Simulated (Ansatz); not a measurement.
**A convergence test on AlN (F-43m): k mesh of the density**

Aim: see how gap, energy and time of AlN (F-43m) follow the k mesh of the density.

Calculated with Ansatz 0.2.0; DFT, PBE, plane waves, PAW; PAW set soft_1.

Report form: the programs' logs are mostly left out.

**1. The starting structure**

It takes space group F-43m (No. 216, cubic). Conventional cell: a = 4.368 Å, b = 4.368 Å, c = 4.368 Å, α = 90.00°, β = 90.00°, γ = 90.00°. Nearest to Al lie 4 N at 1.89 Å. Nearest to N lie 4 Al at 1.89 Å. Farther neighbours and most contacts between anions are not listed.

The cell and positions are those that the Materials Project relaxed with its own functionals (PBE, PBE+U or r2SCAN), kept fixed. This is not the form that AlN usually takes at ambient conditions.

**2. k mesh of the density: 4×4×4**

The input, input.yaml:

```yaml
crystal:
  lattice:
    - [0.0, 2.1839935596, 2.1839935596]
    - [2.1839935596, 0.0, 2.1839935596]
    - [2.1839935596, 2.1839935596, 0.0]
  atoms:
    - { symbol: Al, position: [0.0, 0.0, 0.0] }
    - { symbol: "N", position: [0.75, 0.75, 0.75] }
kpoints:
  mp_grid: { grid: [4, 4, 4] }
  band_path:
    path:
      - [0.0, 0.0, 0.0]
      - [-0.5, -0.5, 0.0]
      - [-0.375, -0.375, 0.25]
      - [-0.375, 0.0, 0.375]
      - [0.0, 0.0, 0.5]
      - [-0.5, -0.25, 0.25]
    npoints: 1
hamiltonian:
  xc: pbe
  pseudopotentials: { kind: paw, azcp: { folder: soft_1 } }
scf:
  occupations: { method: fixed }
  n_extra_bands: 4
output:
  eigenvalues: true
  write_density: true
  write_potential: true
  elf: true
  volumetric_format: npy
```

Launch:

```console
> ansatz run input.yaml --threads 3 --pin off --max-ram 92160MiB --backend cuda --events-out ev --progress --plain --runs-dir out --devices 1 --max-vram 13GiB
```

The job ended after 5.6 s (1 × NVIDIA H100 80GB HBM3 (shared by 6 runs) with 3 threads of AMD EPYC 7R13 (Zen 3), shared host; peak memory 0.84 GiB).

This step gave:

| Quantity | Value |
| --- | --- |
| gap | 3.299 eV |
| valence top at | Γ |
| conduction bottom at | X |
| least direct gap | 4.175 eV |

The gap is indirect, with the least direct gap 0.88 eV higher.

**3. k mesh of the density: 6×6×6**

input.yaml, as its differences from that of step 2:

```diff
@@ -9,3 +9,3 @@
 kpoints:
-  mp_grid: { grid: [4, 4, 4] }
+  mp_grid: { grid: [6, 6, 6] }
   band_path:
@@ -27,5 +27 @@
   eigenvalues: true
-  write_density: true
-  write_potential: true
-  elf: true
-  volumetric_format: npy
```

It took 9 s on 1 × NVIDIA H100 80GB HBM3 (shared by 6 runs) with 3 threads; peak memory 0.84 GiB; 3.4 s of CPU time.

Numbers from this step:

```yaml
gap: 3.323 eV
valence_top_at: Γ
conduction_bottom_at: X
least_direct_gap: 4.186 eV
```

The gap is 3.323 eV, +0.024 eV from the run before at this level.

**4. k mesh of the density: 10×10×10 (the default)**

input.yaml, the sections that differ from step 3:

```yaml
kpoints:
  mp_grid: { grid: [10, 10, 10] }
  band_path:
    path:
      - [[0.0, 0.0, 0.0], [-0.5, -0.5, 0.0], [-0.375, -0.375, 0.25]]
      - [[-0.375, 0.0, 0.375], [0.0, 0.0, 0.0], [0.0, 0.0, 0.5], [-0.5, -0.25, 0.25], [-0.5, -0.5, 0.0]]
    npoints: 10
scf:
  occupations: { method: fermi_dirac, width: 0.02 }
  n_extra_bands: 4
output:
  eigenvalues: true
  write_density: true
  write_potential: true
  elf: true
  volumetric_format: npy
# crystal, hamiltonian: as in step 3
```

Elapsed: 9.1 s, on 1 × NVIDIA H100 80GB HBM3 (shared by 6 runs) with 3 threads; peak memory 0.85 GiB.

This step gave:

* gap: 3.325 eV
* valence top at: Γ
* conduction bottom at: X
* least direct gap: 4.187 eV

The gap is 3.325 eV, +0.002 eV from the run before at this level.

**5. k mesh of the density: 14×14×14**

input.yaml, the sections that differ from step 4:

```yaml
kpoints:
  mp_grid: { grid: [14, 14, 14] }
  band_path:
    path:
      - [0.0, 0.0, 0.0]
      - [-0.5, -0.5, 0.0]
      - [-0.375, -0.375, 0.25]
      - [-0.375, 0.0, 0.375]
      - [0.0, 0.0, 0.5]
      - [-0.5, -0.25, 0.25]
    npoints: 1
scf:
  occupations: { method: fixed }
  n_extra_bands: 4
output:
  eigenvalues: true
# crystal, hamiltonian: as in step 4
```

It took 8.2 s on 1 × NVIDIA H100 80GB HBM3 (shared by 6 runs) with 3 threads; peak memory 0.84 GiB; 4.3 s of CPU time.

Numbers from this step:

```
gap                  : 3.325 eV
valence top at       : Γ
conduction bottom at : X
least direct gap     : 4.187 eV
```

The gap is 3.325 eV, as in the run before at this level.

**6. The series**

Differences are against the last row; a negative gap means that bands overlap, and a run with a band path holds that path's time. Times are wall times on 1 × NVIDIA H100 80GB HBM3 (shared by 6 runs) with 3 threads of AMD EPYC 7R13 (Zen 3), shared host, good to a factor of about two.

```tsv
k mesh of the density	gap (eV)	direct gap (eV)	gap error (eV)	energy error (meV/atom)	irreducible k	time
4×4×4	3.299	4.175	−0.026	+18.3	8	5.6 s
6×6×6	3.323	4.186	−0.002	+0.9	16	9 s
10×10×10	3.325	4.187	+0.000	+0.0	47	9.1 s
14×14×14	3.325	4.187	+0.000	+0.0	104	8.2 s
```

**7. What came out**

```json
{"4×4×4": "3.299 eV", "6×6×6": "3.323 eV", "10×10×10": "3.325 eV", "14×14×14": "3.325 eV"}
```

In words: The gap holds to 0.02 eV from 6×6×6 on. At 4×4×4 the gap is off by −0.026 eV and the energy by +18 meV/atom. The gap is read over the mesh and added points near the edges, so meshes differ mainly through the density and, for a hybrid, the exchange operator.

[Paths, hosts, dates, memory and timing lines, banners, echoed tables and standing remarks are left out of the program output.]

[Logs are printed without paths, hosts, clocks, repeated set-up lines and the standing remarks that a program may print on its own settings, such as how far it seeks lower states.]

[Runs of the session that timed out or met a known fault of the program may be left out.]

[Cells called generated may have been cut or substituted from an entry of the Crystallography Open Database or the Materials Project.]

[Hosts, paths, dates, database ids (printed as entryN), source tags and the programs' standing remarks are cut or masked in the printed files.]
